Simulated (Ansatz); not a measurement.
# NaTlF3: complex band structure

A new crystal, NaTlF3: structure, gap and complex bands. It is built by putting Na for Cs in the CsTlF3 structure of space group Fm-3m, with the volume rescaled by atomic radii. The parent structure comes from the Materials Project.

Method: PBE DFT, plane waves, PAW files, in the first sound run; inputs show where later runs differ, in Ansatz 0.2.0.

The structure was built from a prototype and need not be the compound's stable phase.

**1. Starting point**

Symmetry: Fm-3m, No. 225, cubic system. Conventional cell: a = 8.547 Å, b = 8.547 Å, c = 8.547 Å, α = 90.00°, β = 90.00°, γ = 90.00°. Nearest to Na lie 12 F at 3.03 Å. Tl has 6 F at 2.33 Å nearest. Nearest to Tl lie 6 F at 1.95 Å. F has 2 Tl at 1.95 to 2.33 Å nearest. It derives from CsTlF3. Na for Cs in the CsTlF3 structure of space group Fm-3m. Farther neighbours and most contacts between anions are not listed.

**2. Cell and atoms at rest**

The substituted atoms don't fit the parent's cell, so cell and atoms relax together. A small smearing keeps the run stable in case the gap closes on the way.

File input.yaml:

```yaml
crystal:
  lattice:
    - [0.0, 4.2734622378, 4.2734622378]
    - [4.2734622378, 0.0, 4.2734622378]
    - [4.2734622378, 4.2734622378, 0.0]
  atoms:
    - { symbol: Na, position: [0.75, 0.75, 0.75] }
    - { symbol: Na, position: [0.25, 0.25, 0.25] }
    - { symbol: Tl, position: [0.5, 0.5, 0.5] }
    - { symbol: Tl, position: [0.0, 0.0, 0.0] }
    - { symbol: F, position: [0.77234001, 0.22765999, 0.22765999] }
    - { symbol: F, position: [0.22765999, 0.22765999, 0.77234001] }
    - { symbol: F, position: [0.22765999, 0.77234001, 0.77234001] }
    - { symbol: F, position: [0.22765999, 0.77234001, 0.22765999] }
    - { symbol: F, position: [0.77234001, 0.22765999, 0.77234001] }
    - { symbol: F, position: [0.77234001, 0.77234001, 0.22765999] }
kpoints:
  mp_grid: { grid: [4, 4, 4] }
scf:
  occupations: { method: gaussian, width: 0.03 }
hamiltonian:
  xc: pbe
output:
  forces: true
  stress: true
relax:
  f_tol: 0.02
  max_steps: 60
  cell: {}
```

The run is started by

```bash
> ansatz run input.yaml --threads 2 --pin off --max-ram 4096MiB --backend cpu --events-out ev --progress --plain --runs-dir out
```

Numbers of over 12 decimals in the logs are rounded to 6 here.

Output:

```text
Engine: ansatz 0.2.0, x86_64-unknown-linux-gnu
Pseudopotentials: kind: paw
Pseudopotential: Na, paw, valence charge 9, recommended cutoff 420 eV (normal), Na.paw.azcp
Pseudopotential: Tl, paw, valence charge 13, recommended cutoff 420 eV (normal), Tl.paw.azcp
Pseudopotential: F, paw, valence charge 7, recommended cutoff 420 eV (normal), F.paw.azcp
Functional definition: PBE
  parameter kappa = 0.804
  parameter beta = 0.066725
  exchange = pbe_x(kappa = kappa, mu = beta*pi^2/3)
  correlation = pbe_c(beta = beta)
Crystal: 10 atoms, lattice volume = 156.088 Å³
Basis set: ecut = 420 eV, 3071 PW (Γ), exchange–correlation on 90×90×90 points (8 copies of the dense FFT grid, shifted against one another)
Bands: 53, of which v1, the nominal top of the filled ones, is band 43 counted from 1 (42 counted from 0)
Symmetry: 48 space group operations
Space group: Fm-3m (ITA 225), of the structure as read, at distance tolerance 5.4e-5 Å
k-points: 8 of 64
Non-local potential: Na, projectors of the file, l = 0: 3, l = 1: 2, l = 2: 1
Non-local potential: Tl, projectors of the file, l = 0: 2, l = 1: 2, l = 2: 2, l = 3: 1
Non-local potential: F, projectors of the file, l = 0: 2, l = 1: 2, l = 2: 1
PAW form: soft (Blöchl's): semilocal exchange-correlation on the pseudo side does not see the compensation charge
PAW one-centre angular grid: Na, 110 points (default); XC on 64 Gauss nodes
PAW one-centre angular grid: Tl, 590 points (default); XC on 64 Gauss nodes
PAW one-centre angular grid: F, 110 points (default); XC on 64 Gauss nodes
Initial density: superposition of atomic densities (neutral atoms: chi_scale 0, normalization atom), corrected by the library's trained network
Initial wavefunctions: pseudopotential atomic-orbital guess
Functional: x = pbe(κ = 0.804, μ = 0.219515), c = pbe(β = 0.066725)
SCF iter   1: F=—  HF=-30710.046762 eV  |F-HF|=—  |Δ(HF+E_count)|=         —  Δρ=2.32e-3  dr2=4.56e-3  ethr=1.77e-3  ⟨swp⟩=6.1  Hψ=1670  notcnv=0  defer=5
preconditioner: auto → Resta (q_TF=auto, 2.470 Å⁻¹)  ε∞=3.2  [insulator: Δε(μ)=1.388 eV  Ē_g=18.208 eV  σ=0.030 eV  W_gap=1.00  n_scr=50 (ndim 8)  ℏωp=26.9 eV  f_vac=0.223  D(μ)=0.00/eV (n_scr^D=0)  ε∞_Penn≈3.2]
SCF iter   2: F=—  HF=-30710.045714 eV  |F-HF|=—  |Δ(HF+E_count)|=   1.05e-3  Δρ=1.09e-3  dr2=7.32e-4  ethr=5.31e-6  ⟨swp⟩=2.0  Hψ=874  notcnv=0  defer=31
SCF iter   3: F=—  HF=-30710.046096 eV  |F-HF|=—  |Δ(HF+E_count)|=   3.82e-4  Δρ=3.87e-4  dr2=1.50e-4  ethr=8.52e-7  ⟨swp⟩=2.0  Hψ=536  notcnv=0  defer=31
SCF iter   4: F=—  HF=-30710.046183 eV  |F-HF|=—  |Δ(HF+E_count)|=   8.74e-5  Δρ=7.50e-5  dr2=6.26e-6  ethr=1.75e-7  ⟨swp⟩=2.0  Hψ=552  notcnv=0  defer=31
SCF iter   5: F=—  HF=-30710.046298 eV  |F-HF|=—  |Δ(HF+E_count)|=   1.15e-4  Δρ=2.33e-5  dr2=6.72e-7  ethr=7.28e-9  ⟨swp⟩=2.0  Hψ=721  notcnv=0  defer=31
SCF iter   6: F=-30710.046298 eV  HF=-30710.046298 eV  |F-HF|=6.07e-8  |Δ(HF+E_count)|=   4.74e-7  Δρ=5.70e-6  dr2=7.84e-8  ethr=1.16e-10  ⟨swp⟩=4.6  Hψ=1428  notcnv=0
SCF 1 converged in 6 iterations: F = -30710.046298 eV  dr2 = 7.84e-8
  greatest PAW one-centre occupation: 0.999 electrons in one spin orbital (limit 2), on the Na atom at site 1 (counted from 0), in its partial waves of l = 0
relax step   1: F+E_penalty+E_count = -30710.04629832 eV  Δ(F+E_penalty+E_count) = +0.000e0 eV  max|allowed force component| = 3.951e0 eV/Å  Δτ_max = 0.0000 Å  P = +30.347 GPa  Ω = 156.088 Å³  (6 SCF iters, dr2 threshold 1.00e-7 eV, accepted)
Crystal: 10 atoms, lattice volume = 180.466 Å³
Basis set: ecut = 420 eV, 3527 PW (Γ), exchange–correlation on 90×90×90 points (8 copies of the dense FFT grid, shifted against one another)
Initial density: handed on by an earlier stage of this run
Initial wavefunctions: those handed on with the density
iter 1 solved again at ethr=6.19e-4 eV; its pass at ethr=3.10e-3 eV (dr2=5.32e-1 eV) is discarded
SCF iter   1: F=—  HF=-30713.600244 eV  |F-HF|=—  |Δ(HF+E_count)|=         —  Δρ=1.70e-2  dr2=5.22e-1  ethr=6.19e-4  ⟨swp⟩=1.5  Hψ=2005  notcnv=0
preconditioner: auto → Resta (q_TF=auto, 2.411 Å⁻¹)  ε∞=3.1  [insulator: Δε(μ)=0.949 eV  Ē_g=17.228 eV  σ=0.030 eV  W_gap=1.00  n_scr=50 (ndim 8)  ℏωp=25.0 eV  f_vac=0.284  D(μ)=0.00/eV (n_scr^D=0)  ε∞_Penn≈3.1]
SCF iter   2: F=—  HF=-30713.418461 eV  |F-HF|=—  |Δ(HF+E_count)|=   1.82e-1  Δρ=7.68e-3  dr2=1.14e-1  ethr=6.07e-4  ⟨swp⟩=2.5  Hψ=742  notcnv=0
SCF iter   3: F=—  HF=-30713.371212 eV  |F-HF|=—  |Δ(HF+E_count)|=   4.72e-2  Δρ=1.73e-3  dr2=6.42e-3  ethr=1.32e-4  ⟨swp⟩=2.4  Hψ=777  notcnv=0  defer=29
SCF iter   4: F=—  HF=-30713.370085 eV  |F-HF|=—  |Δ(HF+E_count)|=   1.13e-3  Δρ=1.03e-3  dr2=1.27e-3  ethr=7.47e-6  ⟨swp⟩=2.0  Hψ=771  notcnv=0  defer=29
SCF iter   5: F=—  HF=-30713.369965 eV  |F-HF|=—  |Δ(HF+E_count)|=   1.20e-4  Δρ=4.04e-4  dr2=2.28e-4  ethr=1.47e-6  ⟨swp⟩=2.1  Hψ=666  notcnv=0  defer=29
SCF iter   6: F=—  HF=-30713.370107 eV  |F-HF|=—  |Δ(HF+E_count)|=   1.41e-4  Δρ=8.03e-5  dr2=9.74e-6  ethr=2.65e-7  ⟨swp⟩=2.0  Hψ=554  notcnv=0  defer=29
SCF iter   7: F=-30713.370122 eV  HF=-30713.370120 eV  |F-HF|=1.99e-6  |Δ(HF+E_count)|=   1.33e-5  Δρ=2.08e-5  dr2=7.19e-7  ethr=1.16e-9  ⟨swp⟩=2.1  Hψ=1526  notcnv=0
SCF 2 converged in 7 iterations: F = -30713.370122 eV  dr2 = 7.19e-7
relax step   2: F+E_penalty+E_count = -30713.37012185 eV  Δ(F+E_penalty+E_count) = -3.324e0 eV  max|allowed force component| = 6.896e-1 eV/Å  Δτ_max = 0.0520 Å  P = +8.021 GPa  Ω = 180.466 Å³  energy of the carried Pulay correction = -6.662e-2 eV  (7 SCF iters, dr2 threshold 1.00e-6 eV, accepted)
Crystal: 10 atoms, lattice volume = 193.475 Å³
Basis set: ecut = 420 eV, 3767 PW (Γ), exchange–correlation on 90×90×90 points (8 copies of the dense FFT grid, shifted against one another)
iter 1 solved again at ethr=9.06e-5 eV; its pass at ethr=3.10e-3 eV (dr2=7.79e-2 eV) is discarded
SCF iter   1: F=—  HF=-30713.747356 eV  |F-HF|=—  |Δ(HF+E_count)|=         —  Δρ=5.57e-3  dr2=7.80e-2  ethr=9.06e-5  ⟨swp⟩=2.9  Hψ=1794  notcnv=0
preconditioner: auto → Resta (q_TF=auto, 2.383 Å⁻¹)  ε∞=3.0  [insulator: Δε(μ)=1.247 eV  Ē_g=16.946 eV  σ=0.030 eV  W_gap=1.00  n_scr=58 (ndim 8)  ℏωp=24.2 eV  f_vac=0.298  D(μ)=0.00/eV (n_scr^D=0)  ε∞_Penn≈3.0]
SCF iter   2: F=—  HF=-30713.719022 eV  |F-HF|=—  |Δ(HF+E_count)|=   2.83e-2  Δρ=3.08e-3  dr2=1.53e-2  ethr=9.06e-5  ⟨swp⟩=2.4  Hψ=740  notcnv=0
SCF iter   3: F=—  HF=-30713.712713 eV  |F-HF|=—  |Δ(HF+E_count)|=   6.31e-3  Δρ=1.16e-3  dr2=3.46e-3  ethr=1.77e-5  ⟨swp⟩=2.0  Hψ=744  notcnv=0  defer=13
SCF iter   4: F=—  HF=-30713.711584 eV  |F-HF|=—  |Δ(HF+E_count)|=   1.13e-3  Δρ=4.20e-4  dr2=3.97e-4  ethr=4.03e-6  ⟨swp⟩=2.0  Hψ=553  notcnv=0  defer=13
SCF iter   5: F=—  HF=-30713.711671 eV  |F-HF|=—  |Δ(HF+E_count)|=   8.67e-5  Δρ=1.19e-4  dr2=2.52e-5  ethr=4.61e-7  ⟨swp⟩=2.9  Hψ=756  notcnv=0  defer=13
SCF iter   6: F=-30713.711686 eV  HF=-30713.711685 eV  |F-HF|=4.74e-7  |Δ(HF+E_count)|=   1.43e-5  Δρ=2.02e-5  dr2=5.10e-7  ethr=1.16e-9  ⟨swp⟩=3.0  Hψ=1647  notcnv=0
SCF 3 converged in 6 iterations: F = -30713.711686 eV  dr2 = 5.10e-7
relax step   3: F+E_penalty+E_count = -30713.71168559 eV  Δ(F+E_penalty+E_count) = -3.416e-1 eV  max|allowed force component| = 2.631e-1 eV/Å  Δτ_max = 0.0022 Å  P = +1.569 GPa  Ω = 193.475 Å³  energy of the carried Pulay correction = -9.839e-2 eV  (6 SCF iters, dr2 threshold 1.00e-6 eV, accepted)
[... from here on, the SCF cycles and remarks between the steps are left out ...]
relax step   4: F+E_penalty+E_count = -30713.72701055 eV  Δ(F+E_penalty+E_count) = -1.532e-2 eV  max|allowed force component| = 8.279e-2 eV/Å  Δτ_max = 0.0065 Å  P = +0.097 GPa  Ω = 196.369 Å³  energy of the carried Pulay correction = -1.051e-1 eV  (6 SCF iters, dr2 threshold 1.00e-6 eV, accepted)
relax step   5: F+E_penalty+E_count = -30713.72844985 eV  Δ(F+E_penalty+E_count) = -1.439e-3 eV  max|allowed force component| = 2.321e-2 eV/Å  Δτ_max = 0.0043 Å  P = -0.032 GPa  Ω = 196.391 Å³  energy of the carried Pulay correction = -1.052e-1 eV  (5 SCF iters, dr2 threshold 4.28e-7 eV, accepted)
relax step   6: F+E_penalty+E_count = -30713.72912284 eV  Δ(F+E_penalty+E_count) = -6.730e-4 eV  max|allowed force component| = 6.397e-4 eV/Å  Δτ_max = 0.0022 Å  P = -0.002 GPa  Ω = 196.180 Å³  energy of the carried Pulay correction = -1.047e-1 eV  (5 SCF iters, dr2 threshold 3.37e-8 eV, accepted)
relax step   7: F+E_penalty+E_count = -30714.18222185 eV  Δ(F+E_penalty+E_count) = -4.531e-1 eV  max|allowed force component| = 1.424e-2 eV/Å  Δτ_max = 0.0000 Å  P = +3.396 GPa  Ω = 196.180 Å³  stress off target by 3.40e0 GPa  SCF on the basis re-selected at this cell (its energy is not comparable with the rows above)  (8 SCF iters)
relax step   8: F+E_penalty+E_count = -30714.28913566 eV  Δ(F+E_penalty+E_count) = -1.069e-1 eV  max|allowed force component| = 3.986e-2 eV/Å  Δτ_max = 0.0143 Å  P = +1.169 GPa  Ω = 205.827 Å³  energy of the carried Pulay correction = -2.893e-2 eV  (6 SCF iters, dr2 threshold 1.00e-6 eV, accepted)
relax step   9: F+E_penalty+E_count = -30714.29064961 eV  Δ(F+E_penalty+E_count) = -1.514e-3 eV  max|allowed force component| = 4.770e-3 eV/Å  Δτ_max = 0.0145 Å  P = +0.152 GPa  Ω = 211.962 Å³  energy of the carried Pulay correction = -5.428e-2 eV  (6 SCF iters, dr2 threshold 1.00e-6 eV, accepted)
relax step  10: F+E_penalty+E_count = -30714.28668767 eV  Δ(F+E_penalty+E_count) = +3.962e-3 eV  max|allowed force component| = 8.899e-5 eV/Å  Δτ_max = 0.0022 Å  P = +0.010 GPa  Ω = 212.906 Å³  energy of the carried Pulay correction = -5.876e-2 eV  (6 SCF iters, dr2 threshold 5.80e-8 eV, accepted)
relax step  11: F+E_penalty+E_count = -30714.35238080 eV  Δ(F+E_penalty+E_count) = -6.569e-2 eV  max|allowed force component| = 1.071e-3 eV/Å  Δτ_max = 0.0000 Å  P = +0.158 GPa  Ω = 212.906 Å³  stress off target by 1.58e-1 GPa  SCF on the basis re-selected at this cell (its energy is not comparable with the rows above)  (7 SCF iters)
relax step  12: F+E_penalty+E_count = -30714.35056669 eV  Δ(F+E_penalty+E_count) = +1.814e-3 eV  max|allowed force component| = 3.887e-3 eV/Å  Δτ_max = 0.0017 Å  P = -0.000 GPa  Ω = 213.916 Å³  energy of the carried Pulay correction = -2.337e-3 eV  (6 SCF iters, dr2 threshold 6.25e-8 eV, accepted)
iter 1 solved again at ethr=4.99e-7 eV; its pass at ethr=3.10e-3 eV (dr2=4.29e-4 eV) is discarded
SCF iter   1: F=—  HF=-30714.348624 eV  |F-HF|=—  |Δ(HF+E_count)|=         —  Δρ=1.67e-4  dr2=1.62e-6  ethr=4.99e-7  ⟨swp⟩=2.9  Hψ=2498  notcnv=0
preconditioner: auto → Resta (q_TF=auto, 2.344 Å⁻¹)  ε∞=2.9  [insulator: Δε(μ)=1.568 eV  Ē_g=16.492 eV  σ=0.030 eV  W_gap=1.00  n_scr=58 (ndim 8)  ℏωp=23.0 eV  f_vac=0.325  D(μ)=0.00/eV (n_scr^D=0)  ε∞_Penn≈2.9]
SCF iter   2: F=—  HF=-30714.351324 eV  |F-HF|=—  |Δ(HF+E_count)|=   2.70e-3  Δρ=8.37e-5  dr2=4.66e-7  ethr=1.88e-9  ⟨swp⟩=2.0  Hψ=824  notcnv=0
SCF iter   3: F=—  HF=-30714.352419 eV  |F-HF|=—  |Δ(HF+E_count)|=   1.09e-3  Δρ=2.59e-5  dr2=6.93e-8  ethr=5.41e-10  ⟨swp⟩=2.0  Hψ=768  notcnv=0
SCF iter   4: F=—  HF=-30714.352537 eV  |F-HF|=—  |Δ(HF+E_count)|=   1.18e-4  Δρ=1.11e-6  dr2=2.23e-9  ethr=8.06e-11  ⟨swp⟩=2.0  Hψ=768  notcnv=0
SCF iter   5: F=—  HF=-30714.352537 eV  |F-HF|=—  |Δ(HF+E_count)|=   5.69e-9  Δρ=3.53e-7  dr2=3.85e-10  ethr=2.60e-12  ⟨swp⟩=2.0  Hψ=750  notcnv=0
SCF iter   6: F=-30714.352537 eV  HF=-30714.352537 eV  |F-HF|=2.91e-11  |Δ(HF+E_count)|=   3.33e-9  Δρ=1.19e-7  dr2=2.52e-11  ethr=1.00e-12  ⟨swp⟩=4.0  Hψ=1293  notcnv=0
SCF 13 converged in 6 iterations: F = -30714.352537 eV  dr2 = 2.52e-11
relax step  13: F+E_penalty+E_count = -30714.35253654 eV  Δ(F+E_penalty+E_count) = -1.970e-3 eV  max|allowed force component| = 3.970e-3 eV/Å  Δτ_max = 0.0000 Å  P = +0.005 GPa  Ω = 213.916 Å³  stress off target by 4.94e-3 GPa  SCF on the basis re-selected at this cell (its energy is not comparable with the rows above)  (6 SCF iters)
basis re-selected at this cell: Δ(F+E_penalty+E_count) = -1.970e-3 eV, ΔP = +0.005 GPa vs the last step (what re-selecting the basis moved, of the pressure what is left beyond the Pulay correction that the steps carried, after the strain that the cell walked since its last selection, with what the two solves' SCF thresholds leave and, on support functions, any second-order correction that the steps lacked; it is no m [...]
SCF converged after 6 iterations
Free energy (F): -30714.352537 eV
Harris-Foulkes:  -30714.352537 eV  (|F-HF|=2.91e-11)
Internal energy: -30714.352537 eV  (E = F + TS)
E sigma→0 (E₀):  -30714.352537 eV
Fermi energy:    3.062634 eV
--- Per-component energies (eV) ---
  E_band       = -877.321565
  E_kinetic    = 2150.305072
  E_local      = -9349.031572  (includes V_loc(G=0)·N_el)
  E_nonlocal   = 1307.902266
  E_hartree    = 3521.388182
  E_xc         = -1012.944886
  E_vxc        = -991.417100  (∫ρ·V_xc dr)
  E_paw        = -22068.054516  (= ΣΔE_a)
  E_vpaw       = -1037.869220  (= ΣTr[D̂ρ^β])
  E_aug_tail   = 0.012364  (compensation charges beyond the density's cutoff)
  E_ewald      = -5263.929447
  E_smearing   = -0.000000  (= −TS)
  E_closure    = 0.000000  (closes the sum)
  Σ components = -30714.352537   (vs F -30714.352537, Δ=0.00e0)
--- Forces (eV/Å), atoms counted from 1 ---
  atom   1  Na    -0.00000000    -0.00000000    -0.00000000
  atom   2  Na     0.00000000     0.00000000     0.00000000
  atom   3  Tl    -0.00000000     0.00000000    -0.00000000
  atom   4  Tl     0.00000000    -0.00000000     0.00000000
  atom   5  F     -0.00397015    -0.00000000    -0.00000000
  atom   6  F     -0.00000000    -0.00000000    -0.00397015
  atom   7  F      0.00397015    -0.00000000    -0.00000000
  atom   8  F     -0.00000000    -0.00397015     0.00000000
  atom   9  F      0.00000000     0.00397015     0.00000000
  atom  10  F      0.00000000     0.00000000     0.00397015
  max |Σ_I F_I| component: 2.89e-18 eV/Å
--- Stress (GPa, compression-positive) ---
        0.004943      -0.000000      -0.000000
       -0.000000       0.004943      -0.000000
       -0.000000      -0.000000       0.004943
  P = ⅓ Tr σ = 0.0049 GPa (0.049 kbar)
--- Relaxed structure (10 steps of the walk, 10 accepted, 3 SCFs on fresh bases) ---
  F+E_penalty+E_count = -30714.35253654 eV   max|allowed force component| = 3.970e-3 eV/Å   (the final SCF, on the basis selected at the relaxed cell)
  cell:  # Å, volume = 213.9156 Å³
    - [0, 4.746835, 4.746835]
    - [4.746835, 0, 4.746835]
    - [4.746835, 4.746835, 0]
  atoms:
    - { symbol: Na, position: [0.75, 0.75, 0.75] }
    - { symbol: Na, position: [0.250000, 0.250000, 0.250000] }
    - { symbol: Tl, position: [0.500000, 0.500000, 0.500000] }
    - { symbol: Tl, position: [4.3129986663324733e-19, 0, -2.2833522351171924e-19] }
    - { symbol: F, position: [0.768817, 0.231183, 0.231183] }
    - { symbol: F, position: [0.231183, 0.231183, 0.768817] }
    - { symbol: F, position: [0.231183, 0.768817, 0.768817] }
    - { symbol: F, position: [0.231183, 0.768817, 0.231183] }
    - { symbol: F, position: [0.768817, 0.231183, 0.768817] }
    - { symbol: F, position: [0.768817, 0.768817, 0.231183] }
```

Elapsed: 17 s, on 2 threads of AMD EPYC 7R13 (Zen 3), shared host; peak memory 0.58 GiB.

Step by step:

| step | energy less that of the first step (eV) | largest force component (eV/Å) | pressure (GPa) | volume (Å³) |
| --- | --- | --- | --- | --- |
| 1 | 0.0000 | 3.9515 | 30.35 | 156.09 |
| 2 | -3.3238 | 0.6896 | 8.02 | 180.47 |
| 3 | -3.6654 | 0.2631 | 1.57 | 193.48 |
| 4 | -3.6807 | 0.0828 | 0.10 | 196.37 |
| 5 | -3.6822 | 0.0232 | -0.03 | 196.39 |
| 6 | -3.6828 | 0.0006 | 0.00 | 196.18 |
| 7* | -4.1359 | 0.0142 | 3.40 | 196.18 |
| 8 | -4.2428 | 0.0399 | 1.17 | 205.83 |
| 9 | -4.2444 | 0.0048 | 0.15 | 211.96 |
| 10 | -4.2404 | 0.0001 | 0.01 | 212.91 |
| 11* | -4.3061 | 0.0011 | 0.16 | 212.91 |
| 12 | -4.3043 | 0.0039 | 0.00 | 213.92 |
| 13* | -4.3062 | 0.0040 | 0.00 | 213.92 |

Relaxation steps marked * repeat the geometry before them on a plane-wave basis chosen anew for their cell, so energy and pressure can jump there.

The run keeps the 48 symmetry operations that it works with, so distortions that break them were not tested.

| conventional cell, symmetrised | before | after | change |
| --- | --- | --- | --- |
| a (Å) | 8.547 | 9.494 | +11.1 % |
| b (Å) | 8.547 | 9.494 | +11.1 % |
| c (Å) | 8.547 | 9.494 | +11.1 % |
| volume (Å³/atom) | 15.61 | 21.39 | +37.0 % |

The atoms that moved most (Å, as changes of fractional coordinates times the final cell):

| atom | dx | dy | dz | length |
| --- | --- | --- | --- | --- |
| F6 | 0.000 | 0.000 | 0.033 | 0.033 |
| F5 | 0.033 | 0.000 | 0.000 | 0.033 |
| F8 | 0.000 | 0.033 | 0.000 | 0.033 |
| F10 | 0.000 | 0.000 | -0.033 | 0.033 |
| F9 | 0.000 | -0.033 | 0.000 | 0.033 |
| F7 | -0.033 | 0.000 | 0.000 | 0.033 |

This step gave:

| Property | Result |
| --- | --- |
| free energy | -30714.3525 eV |
| Fermi energy | 3.063 eV |
| pressure | 0.004943 GPa |

The largest force component on a free atom ends at 0.0040 eV/Å.

[end of part 1 of 2]

[Logs are printed without paths, hosts, clocks, repeated set-up lines and the standing remarks that a program may print on its own settings, such as how far it seeks lower states.]

[Hosts, paths, dates, database ids (printed as entryN), source tags and the programs' standing remarks are cut or masked in the printed files.]
